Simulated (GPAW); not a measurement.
# An Al chain with two Ag atoms in line: transmission at several levels, part 2 of 2

How well does an Al chain with two Ag atoms in line conduct at low bias, and how far do basis and functional move the answer?

GPAW 26.7.0; GPAW LCAO, PAW setups; Landauer transmission from Green's functions with principal layers (ASE), zero bias.

So far, transmission at the Fermi level (one spin): step 2 (GPAW, dzp, PBE, GPAW) 0.0343; step 3 (basis szp(dzp), PBE, GPAW) 0.0237; step 4 (basis sz(dzp), PBE, GPAW) 0.0301; step 5 (RPBE) 0.0340.

### 8. Density threshold 1e-06: conv = 1e-06

The Hamiltonian is taken from the last density. The density threshold is one of the tests that end the cycle; the energy must settle too, so a loose value may not be the test that decides.

This step: GPAW LCAO, PAW setups; Landauer transmission from Green's functions with principal layers (ASE), zero bias (GPAW 26.7.0).

Input file run.py:

```python
import json
import numpy as np
from ase import Atoms
from ase.transport.calculators import TransportCalculator
from gpaw import GPAW, FermiDirac
from gpaw.lcao.tools import get_lcao_hamiltonian
from scipy.linalg import eigh

# The junction with lead layers at both ends, along the third cell vector
device = Atoms(
    ['Al', 'Al', 'Al', 'Al', 'Al', 'Al', 'Ag', 'Ag', 'Al', 'Al', 'Al', 'Al', 'Al', 'Al'],
    positions=[
        [4.50000, 4.50000, 1.20000],
        [4.50000, 4.50000, 3.60000],
        [4.50000, 4.50000, 6.00000],
        [4.50000, 4.50000, 8.40000],
        [4.50000, 4.50000, 10.80000],
        [4.50000, 4.50000, 13.20000],
        [4.50000, 4.50000, 15.70120],
        [4.50000, 4.50000, 18.36120],
        [4.50000, 4.50000, 20.86240],
        [4.50000, 4.50000, 23.26240],
        [4.50000, 4.50000, 25.66240],
        [4.50000, 4.50000, 28.06240],
        [4.50000, 4.50000, 30.46240],
        [4.50000, 4.50000, 32.86240]],
    cell=[[9.0, 0.0, 0.0], [0.0, 9.0, 0.0], [0.0, 0.0, 34.0624]],
    pbc=True)

# One principal layer of the lead: the first 4 atoms of the device
lead = Atoms(
    ['Al', 'Al', 'Al', 'Al'],
    positions=[
        [4.50000, 4.50000, 1.20000],
        [4.50000, 4.50000, 3.60000],
        [4.50000, 4.50000, 6.00000],
        [4.50000, 4.50000, 8.40000]],
    cell=[[9.0, 0.0, 0.0], [0.0, 9.0, 0.0], [0.0, 0.0, 9.6]],
    pbc=True)

settings = dict(mode='lcao', basis='dzp', xc='PBE', h=0.2,
                occupations=FermiDirac(0.1), maxiter=250,
                mixer=dict(beta=0.1, nmaxold=8, weight=100.0),
                convergence=dict(density=1e-06))
energies = np.arange(-2, 2 + 1e-9, 0.05)
eta = 0.0001
n1, n2 = 1, 1
# k and -k transmit alike, so half of the mesh across the current serves
mesh = [(i, j) for i in range(n1) for j in range(n2) if (i, j) <= (-i % n1, -j % n2)]
weights = np.array([1 if (i, j) == (-i % n1, -j % n2) else 2 for i, j in mesh]) / (n1 * n2)

# [... helper functions left out ...]
fermi_lead = ground_state(lead, (1, 1, 12), 'lead.txt')
fermi_device = ground_state(device, (1, 1, 3), 'device.txt')
# [... loop over the mesh left out, but for ...]
        # Shift the lead onto the potential of the device's first layer
        shift = ((H[:, 0, 0] - H0[:, 0, 0]) / S0[0, 0]).real.mean()
# [...]
kT = 8.617333e-5 * 300
bias = [0.1, 0.2, 0.5, 1.0, 1.5, 2.0]
# [... integrals and printing left out ...]
```

Command:

```sh
$ OMP_NUM_THREADS=1 OPENBLAS_NUM_THREADS=1 python run.py
```

Log:

```text
basis functions: device 210, principal layer 52
Fermi level: lead -3.1259 eV, device -3.0694 eV; lead shifted by 0.0126 eV
largest coupling past the next layer 1.40e-15 eV, largest misfit of the first layer 0.076 eV
  E-E_F (eV)   T (one spin)  [channel counts left out]
    -2.000    9.1289e-02
    -1.950    1.1095e-01
    -1.900    1.3864e-01
    -1.850    1.7759e-01
    -1.800    2.3229e-01
    -1.750    3.0851e-01
    -1.700    4.1243e-01
    -1.650    5.4748e-01
    -1.600    7.0713e-01
    -1.550    8.6524e-01
    -1.500    9.7521e-01
    -1.450    9.9066e-01
    -1.400    8.9001e-01
    -1.350    6.6313e-01
    -1.300    2.2768e-01
    -1.250    1.2979e-06
[...]
1.650    4.3938e-01
     1.700    4.6965e-01
     1.750    5.0114e-01
     1.800    5.3400e-01
     1.850    5.6839e-01
     1.900    6.0448e-01
     1.950    6.4243e-01
     2.000    6.8243e-01
conductance at 300 K: 0.033134 G0 a cell; thermopower -10.17 uV/K
current from the zero-bias T(E) at 0.1 V: 0.25429 uA
current from the zero-bias T(E) at 0.2 V: 0.49487 uA
current from the zero-bias T(E) at 0.5 V: 1.0684 uA
current from the zero-bias T(E) at 1.0 V: 1.7219 uA
current from the zero-bias T(E) at 1.5 V: 2.4213 uA
current from the zero-bias T(E) at 2.0 V: 3.4906 uA
```

Run time: 75 s. Hardware: 1 thread of Arm Neoverse V2, shared host; peak memory 1.1 GiB.

Numbers from this step:

```yaml
conductance: 0.03313 G₀
thermopower: -10.17 μV/K
largest_coupling_past_the_next_principal_layer: 1.40e-15 eV
largest_misfit_of_the_first_principal_layer: 0.07650 eV
shift_that_aligns_the_lead: 0.01263 eV
transmission_at_the_fermi_level_one_spin: 0.03420
```

One spin. The transmission, zone mean by energy, zero at the Fermi level:

```tsv
energy (eV)	transmission, zone mean
-2.00	0.0913
-1.90	0.139
-1.80	0.232
-1.70	0.412
-1.55	0.865
-1.45	0.991
-1.35	0.663
-1.25	1.3e-6
-1.15	3.6e-8
-1.05	1.5e-9
-0.90	1.5e-10
-0.80	6.0e-11
-0.70	3.3e-11
-0.60	2.2e-11
-0.50	1.9e-11
-0.40	2.4e-10
-0.25	0.00754
-0.15	0.0189
-0.05	0.0310
0.00	0.0342
0.05	0.0352
0.15	0.0339
0.25	0.0319
0.40	0.0312
0.50	0.0324
0.60	0.0348
0.70	0.0385
0.80	0.0434
0.90	0.0497
1.05	0.119
1.15	0.172
1.25	0.224
1.35	0.275
1.45	0.328
1.55	0.382
1.70	0.470
1.80	0.534
1.90	0.604
2.00	0.682
```

Not self-consistent under bias; the bias window is split evenly. Current through one cell, from the zero-bias transmission against bias:

```tsv
bias (V)	current through one cell, from the zero-bias transmission (μA)
0.100	0.254
0.200	0.495
0.500	1.07
1.000	1.72
1.500	2.42
2.000	3.49
```

Table of transmission of the three most open eigenchannels by energy, zero at the Fermi level:

```tsv
energy (eV)	channel 1	channel 2	channel 3
-2.000	0.0913	0	0
-1.800	0.232	0	0
-1.600	0.707	0	0
-1.400	0.890	0	0
-1.200	2.7e-6	0	0
-1.000	5.8e-10	0	0
-0.800	5.9e-11	0	0
-0.600	2.2e-11	0	0
-0.400	1.1e-10	1.1e-10	1.9e-11
-0.200	0.00623	0.00623	4.3e-11
0.000	0.0171	0.0171	3.7e-9
0.200	0.0164	0.0164	8.7e-11
0.400	0.0156	0.0156	3.9e-11
0.600	0.0174	0.0174	6.1e-11
0.800	0.0217	0.0217	4.1e-10
1.000	0.0330	0.0288	0.0288
1.200	0.119	0.0396	0.0396
1.400	0.191	0.0553	0.0553
1.600	0.255	0.0776	0.0776
1.800	0.316	0.109	0.109
2.000	0.375	0.154	0.154
```

The conductance, 0.0331 G₀, lies 0.2 % below that of the dzp run.

### 9. Potential alignment off

Without the shift, lead and junction are matched by their Fermi levels alone.

Changes to run.py since step 8:

```diff
@@ -43,3 +43,3 @@
                 mixer=dict(beta=0.1, nmaxold=8, weight=100.0),
-                convergence=dict(density=1e-06))
+                convergence=dict(density=0.0001))
 energies = np.arange(-2, 2 + 1e-9, 0.05)
@@ -55,4 +55,4 @@
 # [... loop over the mesh left out, but for ...]
-        # Shift the lead onto the potential of the device's first layer
-        shift = ((H[:, 0, 0] - H0[:, 0, 0]) / S0[0, 0]).real.mean()
+        # Lead and device are aligned by their Fermi levels alone
+        shift = 0.0
 # [...]
```

Log:

```text
basis functions: device 210, principal layer 52
Fermi level: lead -3.1259 eV, device -3.0694 eV; lead shifted by 0.0000 eV
largest coupling past the next layer 1.42e-15 eV, largest misfit of the first layer 0.089 eV
  E-E_F (eV)   T (one spin)  [channel counts left out]
    -2.000    9.2397e-02
    -1.950    1.1228e-01
    -1.900    1.4013e-01
    -1.850    1.7904e-01
    -1.800    2.3324e-01
    -1.750    3.0808e-01
    -1.700    4.0923e-01
    -1.650    5.4001e-01
    -1.600    6.9528e-01
    -1.550    8.5269e-01
    -1.500    9.6893e-01
    -1.450    9.9273e-01
    -1.400    8.8611e-01
    -1.350    6.1496e-01
    -1.300    4.6031e-02
    -1.250    1.0081e-06
[...]
1.650    4.3977e-01
     1.700    4.7120e-01
     1.750    5.0384e-01
     1.800    5.3778e-01
     1.850    5.7313e-01
     1.900    6.0999e-01
     1.950    6.4848e-01
     2.000    6.8871e-01
conductance at 300 K: 0.032589 G0 a cell; thermopower -12.37 uV/K
current from the zero-bias T(E) at 0.1 V: 0.25043 uA
current from the zero-bias T(E) at 0.2 V: 0.48914 uA
current from the zero-bias T(E) at 0.5 V: 1.0719 uA
current from the zero-bias T(E) at 1.0 V: 1.7232 uA
current from the zero-bias T(E) at 1.5 V: 2.4159 uA
current from the zero-bias T(E) at 2.0 V: 3.5129 uA
```

Wall time 55 s (1 thread); peak memory 1.1 GiB.

Numbers from this step:

```
conductance                                    : 0.03259 G₀
thermopower                                    : -12.37 μV/K
largest coupling past the next principal layer : 1.42e-15 eV
largest misfit of the first principal layer    : 0.08946 eV
shift that aligns the lead                     : 0 eV
transmission at the Fermi level (one spin)     : 0.03351
```

One spin. The transmission, zone mean by energy, zero at the Fermi level:

energy (eV), transmission, zone mean and a bar:
```
    -2.00      0.092 ###
    -1.90      0.140 ####
    -1.80      0.233 #######
    -1.70      0.409 ############
    -1.55      0.853 ##########################
    -1.45      0.993 ##############################
    -1.35      0.615 ###################
    -1.25      0.000 
    -1.15      0.000 
    -1.05      0.000 
    -0.90      0.000 
    -0.80      0.000 
    -0.70      0.000 
    -0.60      0.000 
    -0.50      0.000 
    -0.40      0.000 
    -0.25      0.008 
    -0.15      0.019 #
    -0.05      0.030 #
     0.00      0.034 #
     0.05      0.035 #
     0.15      0.035 #
     0.25      0.032 #
     0.40      0.031 #
     0.50      0.032 #
     0.60      0.034 #
     0.70      0.038 #
     0.80      0.044 #
     0.90      0.050 ##
     1.05      0.118 ####
     1.15      0.169 #####
     1.25      0.219 #######
     1.35      0.271 ########
     1.45      0.324 ##########
     1.55      0.380 ###########
     1.70      0.471 ##############
     1.80      0.538 ################
     1.90      0.610 ##################
     2.00      0.689 #####################
```

Not self-consistent under bias; the bias window is split evenly. The current through one cell, from the zero-bias transmission by bias:

```tsv
bias (V)	current through one cell, from the zero-bias transmission (μA)
0.100	0.250
0.200	0.489
0.500	1.07
1.000	1.72
1.500	2.42
2.000	3.51
```

Table of transmission of the three most open eigenchannels by energy, zero at the Fermi level:

```tsv
energy (eV)	channel 1	channel 2	channel 3
-2.00	0.0924	0	0
-1.85	0.179	0	0
-1.70	0.409	0	0
-1.60	0.695	0	0
-1.45	0.993	0	0
-1.30	0.0460	0	0
-1.15	2.9e-8	0	0
-1.05	1.4e-9	0	0
-0.90	1.4e-10	0	0
-0.75	4.1e-11	0	0
-0.60	2.2e-11	0	0
-0.50	1.8e-11	0	0
-0.35	7.2e-4	7.2e-4	2.1e-11
-0.20	0.00657	0.00657	4.4e-11
-0.05	0.0149	0.0149	3.8e-10
0.00	0.0168	0.0168	3.9e-9
0.05	0.0177	0.0177	2.9e-9
0.20	0.0168	0.0168	9.0e-11
0.35	0.0155	0.0155	4.4e-11
0.50	0.0159	0.0159	4.6e-11
0.60	0.0172	0.0172	6.6e-11
0.75	0.0204	0.0204	2.4e-10
0.90	0.0252	0.0252	1.3e-8
1.05	0.0555	0.0315	0.0315
1.15	0.0957	0.0367	0.0367
1.30	0.152	0.0464	0.0464
1.45	0.205	0.0595	0.0595
1.60	0.255	0.0770	0.0770
1.70	0.288	0.0918	0.0918
1.85	0.334	0.120	0.120
2.00	0.378	0.155	0.155
```

The conductance, 0.0326 G₀, lies 1.9 % below that of the dzp run.

### 10. Summary of results

| Item | Value |
| --- | --- |
| conductance | 0.0332 G₀ |
| transmission at the Fermi level, mean of the spins | 0.0343 |
| thermopower | -10.2 μV/K |

What this shows: In the dzp basis the junction conducts 0.0332 G₀ at 300 K, with T = 0.0343 a spin at the Fermi level; no smaller basis tried comes within 10 % of that conductance. The negative thermopower says that the thermally weighted transmission is larger above the Fermi level, as for electron-like transport. Measured against the first run (dzp), the nearest curve is that of dzp-RPBE (r.m.s. 0.014) and the farthest that of sz (0.26). Over the compared runs wall time goes from 32 s (sz) to 58 s (dzp-RPBE), on a shared host. The geometry was built from estimated bond lengths and not relaxed, so the numbers describe this model structure. An evenly spaced straight chain is an idealisation: free chains tend to dimerise, zigzag or, where a band edge lies near the Fermi level, turn magnetic. The currents use the zero-bias T(E) throughout, which holds only while the bias is small against the distance to the nearest feature. The energy step is wider than the thermal energy, so the conductance and thermopower rest on interpolation of T(E).

[Logs are printed without paths, hosts, clocks, repeated set-up lines and the standing remarks that a program may print on its own settings, such as how far it seeks lower states.]

[Hosts, paths, dates, database ids (printed as entryN), source tags and the programs' standing remarks are cut or masked in the printed files.]
